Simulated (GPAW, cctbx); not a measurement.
# Bonding in BeAg2HgBr6 as X-rays see it

Question: by how much does bonding change the X-ray structure factors of BeAg2HgBr6, how firmly does DFT give the change, and what does a routine refinement make of it?

The cell comes from substitution in a known structure type and wasn't matched to any measured phase. All numbers below are calculated.

## Step 1: Find the equilibrium geometry

The density hangs on the geometry, so cell and atoms are relaxed first, with the symmetry held. The cutoff is set higher than for the density because stress converges slowly with plane waves.

Settings: GPAW 26.7.0, PBE, 570 eV, 3×3×3 k-points, Fermi–Dirac width 0.05 eV, BFGS to 0.03 eV/Å.

```text
cell
1.0
     0.000000000    5.058500000    5.058500000
     5.058500000    0.000000000    5.058500000
     5.058500000    5.058500000    0.000000000
Hg Ag Br Be
1 2 6 1
Direct
0.500000000 0.500000000 0.500000000
0.750000000 0.750000000 0.750000000
0.250000000 0.250000000 0.250000000
0.766900000 0.233100000 0.233100000
0.766900000 0.233100000 0.766900000
0.233100000 0.766900000 0.233100000
0.766900000 0.766900000 0.233100000
0.233100000 0.766900000 0.766900000
0.233100000 0.233100000 0.766900000
0.000000000 0.000000000 0.000000000
```

```console
$ OMP_NUM_THREADS=1 mpirun -n 4 gpaw python run.py > gpaw.log
```

```text
BFGS:    0      -21.110712        0.593877
BFGS:    1      -21.127713        0.575323
BFGS:    2      -21.296495        0.333386
BFGS:    3      -21.322528        0.383479
BFGS:    4      -21.352071        0.343361
BFGS:    5      -21.374402        0.211178
BFGS:    6      -21.384698        0.059009
BFGS:    7      -21.385931        0.007878
cell  7.3856 7.3856 7.3856  60.00 60.00 60.00
volume 284.867 A^3, largest force 0.003 eV/A, largest stress 0.04 GPa
```

After 7 steps the volume has changed by +10.0 % and the energy by -0.275 eV; the largest stress left is 0.04 GPa. It took 2.4 min on 4 cores of Arm Neoverse V1 (shared host), peak memory 1.6 GiB.

Relaxed structure: Fm-3m (no. 225), a = 10.4448 Å, b = 10.4448 Å, c = 10.4448 Å, α = 90.00°, β = 90.00°, γ = 90.00°.

| atom | mult. | x | y | z |
| --- | --- | --- | --- | --- |
| Hg1 | 4 | 1/2 | 0 | 0 |
| Ag1 | 8 | 1/4 | 1/4 | 3/4 |
| Br1 | 24 | 0.2340 | 0 | 0 |
| Be1 | 4 | 0 | 0 | 0 |

## Step 2: The all-electron density

X-rays see the whole electron density, so the PAW density is rebuilt with its core regions. Subtracting spherical free atoms from the same code cancels the cores and leaves the deformation density Δρ, the part due to bonding.

Settings: PBE, 450 eV, 3×3×3 k-points, Fermi–Dirac width 0.05 eV; primitive cell of 10 atoms.

```console
$ OMP_NUM_THREADS=1 mpirun -n 4 gpaw python run.py > gpaw.log
```

```text
|iter:   1|       0s |  -23.037488 | -0.51 |       |
|iter:   2|       1s |  -22.656203 | -2.12 | -1.30 |
|iter:   3|       3s |  -21.524411 | -1.26 | -1.34 |
...
|iter:   9|      10s |  -21.333731c| -6.37 | -4.55c|
|iter:  10|      12s |  -21.333732c| -7.08 | -4.97c|
|iter:  11|      13s |  -21.333732c| -7.64c| -5.35c|
```

```text
grid (80, 80, 80)  electrons 388.000  moved by bonding 1.756 e
deformation density beyond 0.5 A of the nuclei: max 0.116, min -0.074 e/A^3
atom        x       y       z   Voronoi charge  moment
Hg1    0.5000  0.5000  0.5000      0.424       0.00
Ag2    0.7500  0.7500  0.7500      0.411       0.00
Ag3    0.2500  0.2500  0.2500      0.411       0.00
Br4    0.7660  0.2340  0.2340     -0.233       0.00
Br5    0.7660  0.2340  0.7660     -0.233       0.00
Br6    0.2340  0.7660  0.2340     -0.233       0.00
Br7    0.7660  0.7660  0.2340     -0.233       0.00
Br8    0.2340  0.7660  0.7660     -0.233       0.00
Br9    0.2340  0.2340  0.7660     -0.233       0.00
Be10   0.0000  0.0000  0.0000      0.151       0.00
mean inner potential of superposed free atoms 12.333 V
total magnetic moment 0.000 muB
```

Deformation density in a plane through the shortest contact of the Br atom at the origin, in 0.01 e/Å³ (clipped at ±99); x from -1.6 to 4.0 Å, y from 2.4 down to -2.4 Å:

```text
  2   1   0   0   0   0   0   1   3   3   .   .   1   4   2   1
  1   0   0   0   0   0   0   1   1   1  -3  -3  -1   1   1   0
  0   0   0   1   1   0   0   0   0   1   2   2   2   1   0   0
 -1   0   1   2   2   1   0   0   0   1   3   4   2   0   0   0
 -2   1   1   2   4   2   1   1   0  -2  -2  -1  -2  -2   0   1
 -2   2   0  -1   .  -1  -1   3   1  -3   0   .  -3  -1   3   2
 -2   2  -2  -3   .   .  -2   5   3  -2   .   .   2   0   5   2
 -2   2   0  -1   .  -1  -1   3   1  -3   0   .  -3  -1   3   2
 -2   1   1   2   4   2   1   1  -1  -2  -2  -1  -2  -1   0   1
 -1   0   1   2   2   1   0   0   0   1   3   4   2   0   0   0
  0   0   0   1   1   0   0   0   0   1   2   2   2   1   0   0
  1   0   0   0   0   0   0   1   1   1  -3  -3  -1   1   1   0
  2   1   0   0   0   0   0   1   3   3   .   .   0   4   2   1
```

Atoms in or within 0.15 Å of the plane: Br (0.0, 0.0), Br (2.4, 2.4), Br (2.4, -2.4), Be (2.4, 0.0) Å. Dots mark points within about 0.45 Å of a nucleus; large values next to them are atomic features.

Br gains most (-0.23 e) and Hg loses most (+0.42 e); Br is the most electronegative element, but the order of the others doesn't follow electronegativity. Such charges fall far short of formal ones, since overlapping free atoms already put density on their neighbours. Along the shortest contact from the Br atom at the map's origin, Br–Be at 2.44 Å, Δρ is +0.05 e/Å³ at the midpoint and highest, +0.05, 1.10 Å from Br (points within 0.5 Å of a nucleus left out): little piles up between the atoms. At the midpoints of other shortest contacts it is +0.01 (Hg–Br, 2.78 Å) e/Å³. Point values carry grid noise of about 0.01 e/Å³. The run needed 11 iterations, 24 s.

## Step 3: Structure factors

The Fourier components of Δρ, added to those of the free atoms, give the static X-ray structure factors; the Mott–Bethe relation turns them into the Fourier components V of the potential that fast electrons feel.

```text
static structure factors of the conventional cell: F in electrons, V (Mott-Bethe) in volts
   h  k  l      d  |F| table  |F| free   |F| DFT   change   |V| free  |V| DFT  change %
   1  1  1  6.0303   215.642   215.511   214.665   -0.846     0.612    0.736     20.2
   0  2  0  5.2224   230.836   230.777   231.885    1.108     1.631    1.509     -7.5
   0  2  2  3.6928   403.617   403.296   400.172   -3.124     2.193    2.365      7.8
   1  3  1  3.1492   299.252   299.138   298.914   -0.224     1.270    1.279      0.7
   2  2  2  3.0152   718.640   718.501   720.318    1.817     5.287    5.221     -1.3
   0  4  0  2.6112  1249.938  1249.843  1250.609    0.767     7.675    7.654     -0.3
   1  3  3  2.3962   369.371   369.348   369.560    0.212     1.684    1.679     -0.3
   0  4  2  2.3355   181.091   181.766   181.630   -0.136     0.911    0.914      0.3
   2  4  2  2.1320   338.767   338.006   339.180    1.174     1.517    1.495     -1.4
   3  3  3  2.0101   432.379   432.244   432.673    0.430     1.971    1.964     -0.4
   1  5  1  2.0101   108.751   108.527   108.837    0.310     0.071    0.066     -7.1
   0  4  4  1.8464  1094.068  1093.350  1093.338   -0.012     5.677    5.677      0.0
   1  5  3  1.7655   183.152   182.896   183.308    0.412     0.518    0.512     -1.0
   2  4  4  1.7408   153.974   153.915   153.186   -0.729     0.574    0.582      1.5
```

The largest X-ray change is -3.12 e on 022, 0.8 % of |F|. For electrons V goes as (Z − F)/g², so a change of F counts against Z − F, which is small at low angle and wherever the atoms' terms cancel: |V| of 111 moves by +20.2 % (0.61 to 0.74 V) against -0.4 % in |F|. The tabulated Hartree–Fock atoms differ from the free DFT atoms by up to 0.76 e, so the choice of reference atom matters too.

## Step 4: The functional ladder

The same geometry is run with other functionals, to see whether the bonding signal is larger than the spread between approximations. Free atoms are LDA for LDA and PBE otherwise. Any other changed setting is in the row's label.

| run | ΔF 022 (e) | ΔF 222 (e) | ΔF 242 (e) | q(Br) (e) | moved (e) | time |
| --- | --- | --- | --- | --- | --- | --- |
| PBE | -3.124 | +1.817 | +1.174 | -0.233 | 1.756 | 24 s |
| LDA | -3.012 | +1.299 | +1.013 | -0.216 | 1.625 | 22 s |
| RPBE | -3.158 | +2.197 | +1.378 | -0.247 | 1.953 | 25 s |

At the base's settings ΔF(022) spans -3.158 to -3.012 e, a spread of 5 % of the PBE value; over the three listed reflections the spread is at most 49 %, so the sign holds and the size hangs on the functional. Times are from shared hosts.

## Step 5: Refining ordinary atoms against data with bonding

Routine crystallography fits spherical atoms. To see the bias, intensities are simulated from tabulated atoms plus the DFT change ΔF, so that bonding alone can misfit (13106 reflections of the full sphere, merged to the counts below, to 0.45 Å, 1 % proportional noise plus counting noise, assumed isotropic U as listed, Δρ smeared by the mean U) and refined with cctbx over different ranges.

| range | data | R1 | GooF | U Hg1 (true 0.0061) | U Ag1 (true 0.0075) | U Br1 (true 0.0084) | U Be1 (true 0.015) | largest shift (Å) | Δρ max, min (e/Å³) |
| --- | --- | --- | --- | --- | --- | --- | --- | --- | --- |
| all data | 385 | 0.0030 | 0.99 | 0.0061 | 0.0075 | 0.0084 | 0.0156 | 0.0001 | 0.22, -0.25 |
| low resolution, d > 0.84 | 76 | 0.0020 | 1.02 | 0.0061 | 0.0075 | 0.0084 | 0.0167 | 0.0001 | 0.15, -0.11 |
| high order, d < 0.75 | 286 | 0.0037 | 0.99 | 0.0061 | 0.0075 | 0.0084 | 0.0152 | 0.0000 | 0.20, -0.21 |
| occupancies free, d > 0.7 | 121 | 0.0021 | 0.93 | 0.0061 | 0.0076 | 0.0084 | 0.0150 | 0.0001 | 0.12, -0.12 |

With all data GooF is 0.99, so at this noise the bonding hardly shows; the top residual peak, near noise level, lies 1.00 Å from Be and 1.45 Å from Br. No U is off by more than 3 s.u. at low resolution. With Hg1 held at 1 and the scale free, the other occupancies refine to Ag1 1.002(0.001), Br1 0.999(0.001) and Be1 0.979(0.020), within three s.u. of full.

## Step 6: Answer

Bonding moves 1.76 e in the primitive cell of BeAg2HgBr6 and changes the structure factors of the conventional cell in the table above by at most 3.12 e (022, 0.8 %). The shortest bond, Br–Be, has Δρ = +0.05 e/Å³ at its midpoint. At the base's settings ΔF(022) spans -3.158 to -3.012 e, a spread of 5 % of the PBE value; over the three listed reflections the spread is at most 49 %, so the sign holds and the size hangs on the functional. With all data GooF is 0.99, so at this noise the bonding hardly shows. Limits: static density, frozen cores, no spin–orbit coupling.

[Outputs are excerpts: Python notices, other lines and further rows are left out; steps that failed or that the build refused (PBEsol, TPSS) are not shown.]

[Logs are printed without paths, hosts, clocks, repeated set-up lines and the standing remarks that a program may print on its own settings, such as how far it seeks lower states.]
